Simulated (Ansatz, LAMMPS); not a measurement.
# Static equation of state of La2O3 with crystalline order left by the classical run (105 atoms)

Density of this cell: 6.04 g/cm³. The cell holds 105 atoms: 42 La and 63 O. Cell: a = 11.901 Å, b = 12.756 Å, c = 12.451 Å, α = 94.9°, β = 90.5°, γ = 87.5°. The starting structure: 105 atoms (42 Nd, 63 O) placed at random at 7.01 g/cm³, melted at 5000 K for 10 ps at fixed volume with the Morse and Coulomb pair potential with partial charges (Pedone, Malavasi, Menziani, Cormack and Segre, J. Phys. Chem. B 110, 11780 (2006)). Quenched from 5000 K to 300 K at 50 K/ps and fixed volume, held 10 ps at zero pressure, then minimised at fixed cell. Then Nd was replaced by La and the cell scaled by 1.023 (the potential has no terms for the new elements, so the cell is a start for a DFT relaxation).

Calculated with Ansatz 0.2.0: Kohn-Sham DFT, PBE, PAW (set soft_2), plane waves; cutoff 420 eV, Γ point, fixed occupations. Cell and atoms were relaxed first, to V0 = 17.919 Å³ an atom at a residual P0 = 0.000 GPa. The cell was then scaled evenly, and the atoms were relaxed at each volume.

| volume (Å³/atom) | pressure (GPa) |
| --- | --- |
| 16.128 | 10.90 |
| 16.844 | ? |
| 17.382 | 3.122 |
| 18.457 | -2.512 |
| 18.995 | -4.415 |

**Question.** Fit the third-order Birch–Murnaghan equation to the rows given and interpolate to the withheld row.

Worked fit:

Take the Eulerian strain f = ½[(V0/V)^(2/3) − 1] and the normalised pressure F = (P − P0) / [3f(1 + 2f)^(5/2)]. The third-order Birch–Murnaghan equation is then the line F = B0 + (3/2)B0(B′ − 4) f, so u = f and v = F.

```
      u = f  v = F (GPa)
  0.0363830      83.8205
  0.0102569      96.4545
-0.00975650      90.1353
 -0.0190506      85.1314
```

With n = 4: mean u = 0.00445819, mean v = 88.8854, Σ(u − ū)² = 0.0018075, Σ(u − ū)(v − v̄) = -0.047320. Slope b = -0.047320 / 0.0018075 = -26.179; intercept a = v̄ − b ū = 89.002.

So B0 = a = 89.0 GPa and B′ = 4 + 2b/(3a) = 3.80. At the withheld volume f = 0.02106, F = a + b f = 88.45 GPa, and P = P0 + 3f(1 + 2f)^(5/2) F.

Prediction at 16.844: 6.194 GPa. The run gave 6.775 GPa, so the fit is low by 0.58 GPa (8.6 % of the value).

The series isn't one smooth equation of state: even a line fitted to all rows, the withheld one included, misses F by up to 8.9 %, the count of bonds changes along the series and an atom moves over 0.5 Å in some relaxation. B0 and B′ are then only the numbers of this fit, not moduli of the material. Among the rows given, the largest miss of the fit is at 16.128, by 0.55 GPa (3.6 % of the range of the table).

Limits: Static cells at zero temperature; the cell shape is held. The program notes that the SCF threshold of these relaxations is loose for the stress. The quench rate of 50 K/ps is many orders above laboratory rates, so the cell is likely richer in defects and strain than a real sample. The network of bonds at the start is that of the classical potential that made the cell, and needn't be the one that DFT or experiment would give. Only the Γ point is sampled, in a cell whose shortest periodic width is 12 Å.

[Logs are printed without paths, hosts, clocks, repeated set-up lines and the standing remarks that a program may print on its own settings, such as how far it seeks lower states.]

[Hosts, paths, dates, database ids (printed as entryN), source tags and the programs' standing remarks are cut or masked in the printed files.]
